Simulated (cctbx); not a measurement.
# Symmetry from intensities

Cell: a = 8.7720 Å, b = 9.5530 Å, c = 7.9160 Å, α = 90.00°, β = 100.65°, γ = 90.00°. Expected content of the cell: Ba8 Cl4 P12.

The data are simulated with cctbx, not measured: Mo Kα, λ = 0.71073 Å, to d = 0.7 Å, 95 % of the full sphere, strongest reflection 20000 counts, noise from counting, a 2 % proportional error and a noise floor of 15 counts (s.d.); no absorption, some extinction.

Tests on the unmerged data give:

```text
7596 reflections to d = 0.700 A
centring   violations  <I/sigma> of those
    A       1522 of  3816      9.2
    B       1523 of  3808      9.2
    C          1 of  3800     -0.0
    I       1447 of  3787      9.2
    R       2053 of  5082      9.2
    F       1523 of  5712      6.1
Laue class    unique    Rint  (classes that these axes allow; Friedel mates merged)
C 1 2/m 1        1060   0.024
space group    extra absences  I>4sigma  <I/sigma>
C 1 2 1                 0          0         -  acentric
C 1 m 1                 0          0         -  acentric
C 1 c 1               106          0       0.2  acentric
C 1 n 1               106          0       0.2  acentric
C 1 2/m 1               0          0         -  centric
C 1 2/c 1             106          0       0.2  centric
C 1 2/n 1             106          0       0.2  centric
Wilson B = 0.35 A^2   <|E^2-1|> = 0.879 (0.968 centric, 0.736 acentric)   E^2>4: 2.5 %
shell (A)         n   <I/sigma>
 7.78 - 1.40    141     41.3
 1.40 - 1.11    132     38.8
 1.11 - 0.97    131     34.0
 0.97 - 0.88    127     34.5
 0.88 - 0.82    132     25.3
 0.82 - 0.77    134     28.4
 0.77 - 0.73    121     27.5
 0.73 - 0.70    142     24.9
```

**Question.** What are the lattice type, the Laue class and the likely space group?

The reflections that C centring forbids are absent (⟨I/σ⟩ near 0), so the lattice is C.

Only C 1 2/m 1 fits these axes (Rint 0.024); a search for a hidden higher lattice was not made.

7 settings pass the absence test. The most absences obeyed, 106, belong to C 1 c 1, C 1 n 1, C 1 2/c 1 and C 1 2/n 1, which absences can't tell apart.

⟨|E²−1|⟩ = 0.879 lies between the two ideal values. The Wilson B of 0.35 Å² means U ≈ 0.0044 Å².

The true group is C2/c (no. 15), Laue class 2/m, centrosymmetric. The tables only narrow the choice to the tied entries; cell content, site symmetry and trial solutions must settle it.

The model is made up (kin elements in a known structure type, no relaxation), so it says nothing on whether the phase exists.

[Logs are printed without paths, hosts, clocks, repeated set-up lines and the standing remarks that a program may print on its own settings, such as how far it seeks lower states.]
